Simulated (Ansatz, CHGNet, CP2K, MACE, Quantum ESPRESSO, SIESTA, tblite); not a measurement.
# How stiff is glassy 58SiO2-42ZnO (mol %) (67 atoms)? Programs compared

How stiff is glassy 58SiO2-42ZnO (mol %) (67 atoms) under an even change of volume, and do other programs and learned potentials give the same pressure and slope as plane waves?

Results are calculated, not measured.

### 1. The structure

The cell holds 67 atoms (15 Si, 11 Zn and 41 O), with edges of 9.78, 9.78 and 9.78 Å. Recipe: 67 atoms (15 Si, 11 Zn, 41 O) placed at random at 3.12 g/cm³, melted at 4000 K for 10 ps at fixed volume with the Morse and Coulomb pair potential with partial charges (Pedone, Malavasi, Menziani, Cormack and Segre, J. Phys. Chem. B 110, 11780 (2006)). Quenched from 4000 K to 300 K at 500 K/ps and fixed volume, held 10 ps at zero pressure. Then the atoms were relaxed with MACE MPA-0 medium in the fixed cell.

Bonds by pair of elements; cutoffs follow the first minimum of g(r), held within bounds set by covalent radii, and pairs that aren't listed don't count as bonded:

```csv
pair A-B,cutoff (Å),bonds,mean length (Å),spread (Å),shortest (Å),B about A,A about B
O-Si,2.08,60,1.64,0.03,1.58,1.46,4
O-Zn,2.48,43,2.03,0.126,1.82,1.05,3.91
```

### 2. The reference input

Quantum ESPRESSO 7.5: Kohn-Sham DFT, PBE, SSSP efficiency 1.3.0 pseudopotentials, plane waves. Its input, pw.in, for the unchanged cell:

```
&control
  calculation = 'scf'
  pseudo_dir = './pseudo'
  outdir = './tmp'
  disk_io = 'none'
  tprnfor = .true.
  tstress = .true.
/
&system
  ibrav = 0
  nat = 67
  ntyp = 3
  ecutwfc = 60
  ecutrho = 480
  nosym = .true.
  occupations = 'smearing'
  smearing = 'fd'
  degauss = 0.003675
/
&electrons
  conv_thr = 3.4e-07
  electron_maxstep = 100
  mixing_beta = 0.4
  mixing_mode = 'plain'
  diagonalization = 'david'
/
ATOMIC_SPECIES
Si 28.085 Si.upf
Zn 65.380 Zn.upf
O 15.999 O.upf
CELL_PARAMETERS angstrom
9.78013 0.00000 0.00000
0.00000 9.78013 0.00000
0.00000 0.00000 9.78013
ATOMIC_POSITIONS crystal
Si 0.17114 0.68510 0.09486
Si 0.12332 0.95739 0.57577
Si 0.06882 0.15508 0.33123
Si 0.83053 0.09472 0.15514
[... 61 atom lines left out ...]
O 0.07155 0.74404 0.21736
O 0.35068 0.22488 0.00597
K_POINTS gamma
```

```console
$ OMP_NUM_THREADS=1 mpirun -np 4 pw.x -in pw.in > output.txt
```

The job ended after 1.9 min (4 MPI ranks of Arm Neoverse V2, shared host; peak memory 2.8 GiB).

It converged with an r.m.s. force component of 0.058 eV/Å and a pressure of -0.42 GPa.

### 3. Programs and settings

Every level solves the same cells as single points. CPU time is summed over a level's finished runs, on a host shared with the other runs, so it is rough; the force column is the median over cells of the r.m.s. difference of force components from the reference.

| level | basis or training data | k-points | runs finished | CPU time | peak memory (GiB) | force difference (meV/Å) |
| --- | --- | --- | --- | --- | --- | --- |
| QE, PBE | plane waves, SSSP efficiency, 60/480 Ry | Γ | 5 of 5 | 40 min | 2.9 | reference |
| CP2K double zeta, PBE | DZVP-UZH, GTH-PBE potentials, 800 Ry | Γ | 5 of 5 | 33 min | 6.5 | 74 |
| SIESTA DZP, PBE | DZP orbitals, shift 0.01 Ry, mesh 500 Ry | Γ | 5 of 5 | 18 min | 1.8 | 248 |
| tblite GFN1-xTB | tight binding with its own dispersion term | Γ | 5 of 5 | 14 s | 0.11 | 597 |
| CHGNet 0.3.0 | trained on PBE(+U) plane-wave data | - | 5 of 5 | 16 s | 1 | 83 |
| MACE MPA-0 medium | trained on PBE(+U) plane-wave data | - | 5 of 5 | 35 s | 0.96 | 54 |

The reference's own r.m.s. force component runs from 57 to 62 meV/Å over these cells. MACE MPA-0 medium relaxed the atoms, so in the cells that it relaxed its own forces are small, and its entry isn't an independent test there.

### 4. Pressure against volume

The cell is scaled evenly, and at each volume MACE MPA-0 medium relaxes the atoms again before the single points. The unchanged volume is 13.962 Å³ an atom. Pressures in GPa:

```csv
level,-6 %,-3 %,0,+3 %,+6 %
"QE, PBE",3.49,1.29,-0.42,-2.23,-3.54
"CP2K double zeta, PBE",3.79,1.61,-0.09,-1.88,-3.19
"SIESTA DZP, PBE",4.07,1.90,0.18,-1.62,-2.94
tblite GFN1-xTB,7.98,5.95,4.31,2.65,1.37
CHGNet 0.3.0,3.53,1.50,-0.13,-1.83,-3.09
MACE MPA-0 medium,4.06,1.78,0.00,-1.88,-3.24
```

Energy less that of the unchanged cell at the same level, in meV an atom:

```csv
level,-6 %,-3 %,+3 %,+6 %
"QE, PBE",9.23,2.24,2.47,8.01
"CP2K double zeta, PBE",8.14,1.64,2.79,8.87
"SIESTA DZP, PBE",-3.57,-4.32,8.06,19.48
tblite GFN1-xTB,50.70,23.49,-18.26,-33.15
CHGNet 0.3.0,8.18,1.67,2.14,7.79
MACE MPA-0 medium,9.46,1.88,2.49,8.78
```

### 5. Moduli

From the three volumes nearest the unchanged one: B from the slope of pressure against ln V and from the curvature of the energy, the pressure that the slope of the energy implies, and the volume change at which the printed pressure crosses zero (a dash if it doesn't within the range).

```csv
level,B from pressures (GPa),B from energies (GPa),printed pressure (GPa),pressure from energies (GPa),zero pressure at (%)
"QE, PBE",58.6,60.0,-0.42,-0.04,-0.7
"CP2K double zeta, PBE",58.1,56.4,-0.09,-0.22,-0.2
"SIESTA DZP, PBE",58.7,47.7,0.18,-2.37,+0.3
tblite GFN1-xTB,55.0,66.7,4.31,7.99,-
CHGNet 0.3.0,55.4,48.6,-0.13,-0.09,-0.2
MACE MPA-0 medium,60.9,55.7,0.00,-0.12,-0.0
```

As a check by hand on the reference: from -3 to +3 % the pressure falls by 3.52 GPa while ln V grows by 0.0600, a ratio of 58.6 GPa.

Gap between the highest filled and the lowest empty level on the runs' k-points, in eV:

```csv
level,-6 %,-3 %,0,+3 %,+6 %
"QE, PBE",3.02,2.92,2.83,2.71,2.60
"CP2K double zeta, PBE",3.02,2.92,2.82,2.70,2.60
"SIESTA DZP, PBE",3.32,3.24,3.16,3.05,2.96
```

### 6. Outcome

The plane-wave reference (PBE) gives a bulk modulus of 58.6 GPa from its pressures, at a volume where its pressure is -0.42 GPa; that pressure crosses zero at -0.7 %. Other programs at PBE: CP2K double zeta, PBE 58.1 GPa (-1 %) and SIESTA DZP, PBE 58.7 GPa (+0 %); their pressures lie +0.34 to +0.60 GPa from the reference's. Learned potentials: CHGNet 0.3.0 55.4 GPa (-6 %) and MACE MPA-0 medium 60.9 GPa (+4 %); their pressures lie +0.29 to +0.42 GPa from the reference's.

Tight binding: tblite GFN1-xTB 55.0 GPa (-6 %); its pressure lies +4.73 GPa from the reference's. The moduli are read at one volume but at unlike pressures, and a cell under tension is as a rule softer than one under compression. All slopes lie within 6 % of the reference's, while the pressures at one volume spread over 4.7 GPa, so the levels would settle at unlike volumes. Moduli from the energies run from 48 to 67 GPa and part from those from pressures by as much as +21 % (tblite GFN1-xTB); they rest on small differences of energy, and for levels other than MACE MPA-0 medium they hold the work of leftover forces. Printed pressure and the slope of the energy part noticeably for SIESTA DZP, PBE and tblite GFN1-xTB; the atoms move along a path that isn't these levels' own, so their forces do work along it, and an error in the stress can't be told from that. The reference's gap falls as the cell grows, from 3.02 eV at -6 % to 2.60 eV at +6 %.

**Limits.** The atoms follow MACE MPA-0 medium, not each level's own minimum, so these moduli only approach relaxed ones and hang on that choice. Three points at finite strain give rough moduli, at the given volume rather than at zero pressure. Pressures at a fixed plane-wave cutoff or in a small atom-centred basis hold some basis error. The quench rate of 500 K/ps is many orders above laboratory rates, so the cell is likely richer in defects and strain than a real sample. The reference samples only Γ, in a cell whose shortest periodic width is 10 Å. The reference isn't exact: its cutoffs and mesh weren't converged further here. SIESTA's automatically made basis is far from complete, and its potentials were converted by us (checked for H, C, O, Si, Ge and Ca alone). Where levels are smeared, the DFT runs use Fermi–Dirac occupations at 580 K (0.05 eV), and energies are free energies.

[Logs are printed without paths, hosts, clocks, repeated set-up lines and the standing remarks that a program may print on its own settings, such as how far it seeks lower states.]

[Hosts, paths, dates, database ids (printed as entryN), source tags and the programs' standing remarks are cut or masked in the printed files.]
